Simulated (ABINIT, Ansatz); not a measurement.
# Quasiparticle gap of BaNaH6Ir (F-43m) in ABINIT

Wanted: ground state, empty states, screening and self-energy for BaNaH6Ir (F-43m).

Calculated with ABINIT 10.8.3; LDA and many-body steps on it, plane waves.

## 1. The structure

Symmetry: F-43m, No. 216, cubic system. The conventional cell has a = 7.845 Å, b = 7.845 Å, c = 7.845 Å, α = 90.00°, β = 90.00°, γ = 90.00°. Nearest to Na lie 12 H at 2.79 Å. Nearest to Ba lie 12 H at 2.79 Å. Nearest to H lie 1 Ir at 1.69 Å and 4 H at 2.39 Å and 2 Ba at 2.79 Å and 2 Na at 2.79 Å. Nearest to Ir lie 6 H at 1.69 Å. Farther neighbours are not listed.

Structure file:

```cif
data_structure
_symmetry_space_group_name_H-M 'P 1'
_symmetry_Int_Tables_number 1
_cell_length_a 5.5473
_cell_length_b 5.5473
_cell_length_c 5.5473
_cell_angle_alpha 60.000
_cell_angle_beta 60.000
_cell_angle_gamma 60.000
_cell_volume 120.71
loop_
_atom_site_label
_atom_site_type_symbol
_atom_site_fract_x
_atom_site_fract_y
_atom_site_fract_z
_atom_site_occupancy
Na1 Na 0.25000 0.25000 0.25000 1
Ba2 Ba 0.75000 0.75000 0.75000 1
H3 H 0.78497 0.21503 0.21503 1
H4 H 0.21503 0.78497 0.21503 1
H5 H 0.78497 0.78497 0.21503 1
H6 H 0.21503 0.78497 0.78497 1
H7 H 0.78497 0.21503 0.78497 1
H8 H 0.21503 0.21503 0.78497 1
Ir9 Ir 0.00000 0.00000 0.00000 1
```

The cell and positions are those that the Materials Project relaxed with its own functionals (PBE, PBE+U or r2SCAN), kept fixed. Spin-orbit coupling is left out unless a step names it.

## 2. Ground state

This step: ABINIT 10.8.3; DFT, LDA, plane waves, norm-conserving pseudopotentials.

The ground-state density comes first.

Contents of run.abi:

```
acell 3*1.0 Angstrom
rprim 
  -0.000000000000 3.922549000000 3.922549000000
  3.922549000000 -0.000000000000 3.922549000000
  3.922549000000 3.922549000000 -0.000000000000
ntypat 4
znucl 11 56 1 77
natom 9
typat 1 2 3 3 3 3 3 3 4
xred 
  0.250000000000 0.250000000000 0.250000000000
  0.750000000000 0.750000000000 0.750000000000
  0.784973000000 0.215027000000 0.215027000000
  0.215027000000 0.784973000000 0.215027000000
  0.784973000000 0.784973000000 0.215027000000
  0.215027000000 0.784973000000 0.784973000000
  0.784973000000 0.215027000000 0.784973000000
  0.215027000000 0.215027000000 0.784973000000
  0.000000000000 0.000000000000 0.000000000000
pp_dirpath "pseudos"
pseudos "Na.upf, Ba.upf, H.upf, Ir.upf"
ecut 38
ngkpt 4 4 4
nshiftk 1
shiftk 0 0 0
kptopt 1
chksymbreak 0
nband 29
occopt 1
tolvrs 1e-10
nstep 60
prtwf 0
optforces 0
optstress 0
indata_prefix "in"
outdata_prefix "out"
tmpdata_prefix "tmp"
```

Run with:

```console
$ OMP_NUM_THREADS=1 mpirun -n 4 abinit run.abi > log
```

Numbers of over 12 decimals in the logs are rounded to 6 here.

The program printed:

```text
.Version 10.8.3 of ABINIT. v10.8.2 released Aug 2026.

 Symmetries : space group F-4 3 m (#216); Bravais cF (face-center cubic)
================================================================================
 Values of the parameters that define the memory need of the present run
     intxc =       0    ionmov =       0      iscf =       7    lmnmax =       8
     lnmax =       8     mgfft =      60  mpssoang =       4    mqgrid =    3001
     natom =       9  nloc_mem =       1    nspden =       1   nspinor =       1
    nsppol =       1      nsym =      24    n1xccc =    2501    ntypat =       4
    occopt =       1   xclevel =       1
-    mband =          29        mffmem =           1         mkmem =           2
       mpw =        9141          nfft =      216000          nkpt =           8
================================================================================
  Rough estimation (10% accuracy) of disk space for files :
================================================================================

--------------------------------------------------------------------------------
------------- Echo of variables that govern the present computation ------------
--------------------------------------------------------------------------------
 -outvars: echo values of preprocessed input variables --------
            acell      1.8897261259E+00  1.8897261259E+00  1.8897261259E+00 Bohr

      chksymbreak           0
             ecut      3.80000000E+01 Hartree
-          fftalg         312

              ixc       -1012
              kpt      0.00000000E+00  0.00000000E+00  0.00000000E+00
                       2.50000000E-01  0.00000000E+00  0.00000000E+00
                       5.00000000E-01  0.00000000E+00  0.00000000E+00
                       2.50000000E-01  2.50000000E-01  0.00000000E+00
                       5.00000000E-01  2.50000000E-01  0.00000000E+00
                      -2.50000000E-01  2.50000000E-01  0.00000000E+00
                       5.00000000E-01  5.00000000E-01  0.00000000E+00
                      -2.50000000E-01  5.00000000E-01  2.50000000E-01
         kptrlatt        4    0    0      0    4    0      0    0    4
          kptrlen      4.19316772E+01
P           mkmem           2
            natom           9
            nband          29
            ngfft          60      60      60
             nkpt           8
            nstep          60
             nsym          24
           ntypat           4
              occ      2.000000  2.000000  2.000000  2.000000  2.000000  2.000000
                       2.000000  2.000000  2.000000  2.000000  2.000000  2.000000
                       2.000000  2.000000  2.000000  2.000000  2.000000  2.000000
                       2.000000  2.000000  2.000000  0.000000  0.000000  0.000000
                       0.000000  0.000000  0.000000  0.000000  0.000000
        optforces           0
        optstress           0
            prtwf           0
            rprim     -0.0000000000E+00  3.9225490000E+00  3.9225490000E+00
                       3.9225490000E+00 -0.0000000000E+00  3.9225490000E+00
                       3.9225490000E+00  3.9225490000E+00 -0.0000000000E+00
          spgroup         216

           tolvrs      1.00000000E-10

             xred      2.5000000000E-01  2.5000000000E-01  2.5000000000E-01
                       7.5000000000E-01  7.5000000000E-01  7.5000000000E-01
[...]
znucl       11.00000   56.00000    1.00000   77.00000

================================================================================

 chkinp: Checking input parameters for consistency.

================================================================================
== DATASET  1 ==================================================================
-   mpi_nproc: 4, omp_nthreads: 1 (-1 if OMP is not activated)

--- !DatasetInfo
iteration_state: {dtset: 1, }
dimensions: {natom: 9, nkpt: 8, mband: 29, nsppol: 1, nspinor: 1, nspden: 1, mpw: 9141, }
cutoff_energies: {ecut:  38.0, pawecutdg:  -1.0, }
electrons: {nelect:   4.20000000E+01, charge:   0.00000000E+00, occopt:   1.00000000E+00, tsmear:   1.00000000E-02, }

 Real(R)+Recip(G) space primitive vectors, cartesian coordinates (Bohr,Bohr^-1):
 R(1)=  0.0000000  7.4125433  7.4125433  G(1)= -0.0674532  0.0674532  0.0674532
 R(2)=  7.4125433  0.0000000  7.4125433  G(2)=  0.0674532 -0.0674532  0.0674532
 R(3)=  7.4125433  7.4125433  0.0000000  G(3)=  0.0674532  0.0674532 -0.0674532
 Unit cell volume ucvol=  8.1457622E+02 bohr^3
 Angles (23,13,12)=  6.00000000E+01  6.00000000E+01  6.00000000E+01 degrees

 getcut: wavevector=  0.0000  0.0000  0.0000  ngfft=  60  60  60
         ecut(hartree)=     38.000   => boxcut(ratio)=   2.06259

--- Pseudopotential description ------------------------------------------------
- Na Generated using ONCVPSP code by D. R. Hamann
- 11.00000   9.00000  180309                  znucl, zion, pspdat
12 -1012 1 -1 1968                            pspcod,pspxc,lmax,lloc,mmax
     nproj     2     2     0     0
  pspatm : epsatm=    9.37365322
         --- l  ekb(1:nproj) -->
[...]
pspatm: atomic psp has been read  and splines computed

- Ba Generated using ONCVPSP code by D. R. Hamann
- 56.00000  10.00000  180309                  znucl, zion, pspdat
[...]
pspatm : epsatm=    0.35439867
         --- l  ekb(1:nproj) -->
[...]
1   -0.275071
 pspatm: atomic psp has been read  and splines computed

- Ir Generated using ONCVPSP code by D. R. Hamann
- 77.00000  17.00000  180309                  znucl, zion, pspdat
12 -1012 3 -1 1296                            pspcod,pspxc,lmax,lloc,mmax
     nproj     2     2     2     2
  pspatm : epsatm=   27.56253566
         --- l  ekb(1:nproj) -->
[...]
pspatm: atomic psp has been read  and splines computed

   2.73060070E+03                                ecore*ucvol(ha*bohr**3)
--------------------------------------------------------------------------------

_setup2: Arith. and geom. avg. npw (full set) are    9106.297    9106.272

================================================================================

--- !BeginCycle
iteration_state: {dtset: 1, }
solver: {iscf: 7, nstep: 60, nline: 4, wfoptalg: 0, }
tolerances: {tolvrs: 1.00E-10, }

     iter   Etot(hartree)      deltaE(h)  residm     vres2
 ETOT  1  -192.18138624668    -1.922E+02 8.507E-02 1.306E+03
 ETOT  2  -192.34325169518    -1.619E-01 1.506E-03 1.899E+02
 ETOT  3  -192.34325739565    -5.700E-06 1.661E-03 2.696E+02
 ETOT  4  -192.36976708154    -2.651E-02 5.310E-04 2.532E+00
 ETOT  5  -192.36985726771    -9.019E-05 4.587E-04 4.296E-01
 ETOT  6  -192.36989037193    -3.310E-05 1.396E-04 3.287E-02
 ETOT  7  -192.36989220368    -1.832E-06 4.499E-04 1.420E-03
 ETOT  8  -192.36989232303    -1.194E-07 1.692E-04 8.149E-05
 ETOT  9  -192.36989232767    -4.640E-09 3.047E-04 1.731E-05
 ETOT 10  -192.36989232884    -1.174E-09 8.544E-05 1.497E-07
 ETOT 11  -192.36989232884     3.524E-12 1.531E-04 2.073E-09
 ETOT 12  -192.36989232884    -2.160E-12 3.713E-05 2.497E-11

 At SCF step   12       vres2   =  2.50E-11 < tolvrs=  1.00E-10 =>converged.

--- !ResultsGS
iteration_state: {dtset: 1, }
comment   : Summary of ground state results
lattice_vectors:
- [ -0.0000000,   7.4125433,   7.4125433, ]
- [  7.4125433,  -0.0000000,   7.4125433, ]
- [  7.4125433,   7.4125433,  -0.0000000, ]
lattice_lengths: [  10.48292,   10.48292,   10.48292, ]
lattice_angles: [ 60.000,  60.000,  60.000, ] # degrees, (23, 13, 12)
lattice_volume:   8.1457622E+02
convergence: {deltae: -2.160E-12, res2:  2.497E-11, residm:  3.713E-05, diffor:  0.000E+00, }
etotal    :  -1.92369892E+02
entropy   :   0.00000000E+00
fermie    :   6.32716535E-02
cartesian_stress_tensor: null
pressure_GPa: null
xred      :
- [  2.5000E-01,   2.5000E-01,   2.5000E-01, Na]
- [  7.5000E-01,   7.5000E-01,   7.5000E-01, Ba]
- [  7.8497E-01,   2.1503E-01,   2.1503E-01,  H]
- [  2.1503E-01,   7.8497E-01,   2.1503E-01,  H]
- [  7.8497E-01,   7.8497E-01,   2.1503E-01,  H]
- [  2.1503E-01,   7.8497E-01,   7.8497E-01,  H]
- [  7.8497E-01,   2.1503E-01,   7.8497E-01,  H]
- [  2.1503E-01,   2.1503E-01,   7.8497E-01,  H]
- [  0.0000E+00,   0.0000E+00,   0.0000E+00, Ir]
cartesian_forces: null
force_length_stats: {min: null, max: null, mean: null, }

 Integrated electronic density in atomic spheres:
 ------------------------------------------------
 Atom  Sphere_radius  Integrated_density
[...]
================================================================================

 ----iterations are completed or convergence reached----

 Mean square residual over all n,k,spin=   22.809E-08; max=  37.130E-06
 reduced coordinates (array xred) for    9 atoms
[...]
0.784973000000      0.784973000000      0.215027000000
       0.215027000000      0.784973000000      0.784973000000
       0.784973000000      0.215027000000      0.784973000000
       0.215027000000      0.215027000000      0.784973000000
       0.000000000000      0.000000000000      0.000000000000
 rms dE/dt=  0.0000E+00; max dE/dt=  0.0000E+00; dE/dt below (all hartree)
    1       0.000000000000      0.000000000000      0.000000000000
    2       0.000000000000      0.000000000000      0.000000000000
    3       0.000000000000      0.000000000000      0.000000000000
    4       0.000000000000      0.000000000000      0.000000000000
    5       0.000000000000      0.000000000000      0.000000000000
    6       0.000000000000      0.000000000000      0.000000000000
    7       0.000000000000      0.000000000000      0.000000000000
    8       0.000000000000      0.000000000000      0.000000000000
    9       0.000000000000      0.000000000000      0.000000000000

 cartesian coordinates (angstrom) at end:
    1      1.961275     1.961275     1.961275
[...]
5      3.922549     3.922549     6.158190
    6      6.158190     3.922549     3.922549
    7      3.922549     6.158190     3.922549
    8      3.922549     3.922549     1.686908
    9      0.000000     0.000000     0.000000
 length scales=  1.889726125908  1.889726125908  1.889726125908 bohr
              =  1.000000000000  1.000000000000  1.000000000000 angstroms
 prteigrs : about to open file out_EIG
 Fermi (or HOMO) energy (hartree) =   0.06327   Average Vxc (hartree)=  -0.33360
 Eigenvalues (hartree) for nkpt=   8  k points:
 kpt#   1, nband= 29, wtk=  0.01563, kpt=  0.0000  0.0000  0.0000 (reduced coord)
  -3.24339   -1.76371   -1.65433   -1.65433   -1.65433   -0.86907   -0.75301   -0.75301
  -0.75301   -0.32587   -0.32587   -0.32587   -0.13955   -0.07003   -0.07003    0.02216
   0.02216    0.02216    0.06327    0.06327    0.06327    0.22335    0.25256    0.25256
   0.32128    0.32128    0.32128    0.38478    0.39076
 prteigrs : prtvol=0 or 1, do not print more k-points.

--- !EnergyTerms
iteration_state     : {dtset: 1, }
comment             : Components of total free energy in Hartree
kinetic             :  6.94536846386777E+01
hartree             :  6.32436161928055E+01
xc                  : -3.66775702260894E+01
Ewald energy        : -9.98539828989247E+01
psp_core            :  3.35217333845558E+00
local_psp           : -1.85936150208314E+02
non_local_psp       : -5.95166316545124E+00
total_energy        : -1.92369892328841E+02
total_energy_eV     : -5.23465144225787E+03
band_energy         : -2.81656260928598E+01

== END DATASET(S) ==============================================================
================================================================================

 -outvars: echo values of variables after computation  --------
           etotal     -1.9236989233E+02
            nband          29
             nkpt           8
          spgroup         216
 [... the other variables as echoed above ...]

 Calculation completed.
```

It took 34 s on 4 MPI ranks of Arm Neoverse V1, shared host; peak memory 0.51 GiB.

Numbers from this step:

| Quantity | Value |
| --- | --- |
| total energy | -5234.6514 eV |
| gap | 2.990 eV |
| k of the valence top | 0, 0, 0 |
| k of the conduction bottom | 0.5, 0.5, 0 |
| least direct gap | 3.020 eV |

The gap is indirect, with the least direct gap 0.03 eV higher.

(Continued in part 2 of 3.)

[Paths, hosts, dates, memory and timing lines, banners, echoed tables and standing remarks are left out of the program output.]

[Logs are printed without paths, hosts, clocks, repeated set-up lines and the standing remarks that a program may print on its own settings, such as how far it seeks lower states.]

[Runs of the session that timed out or met a known fault of the program may be left out.]

[Hosts, paths, dates, database ids (printed as entryN), source tags and the programs' standing remarks are cut or masked in the printed files.]

[G0W0 gaps are taken among the corrected bands and points alone; a level outside them can change the order at an edge.]

[Where Ansatz stands beside ABINIT at settings called matched, ABINIT's density can come from a denser mesh and the files from another edition; pairs whose starting gaps differed by over 0.03 eV were left out, so agreement reads better than it is.]
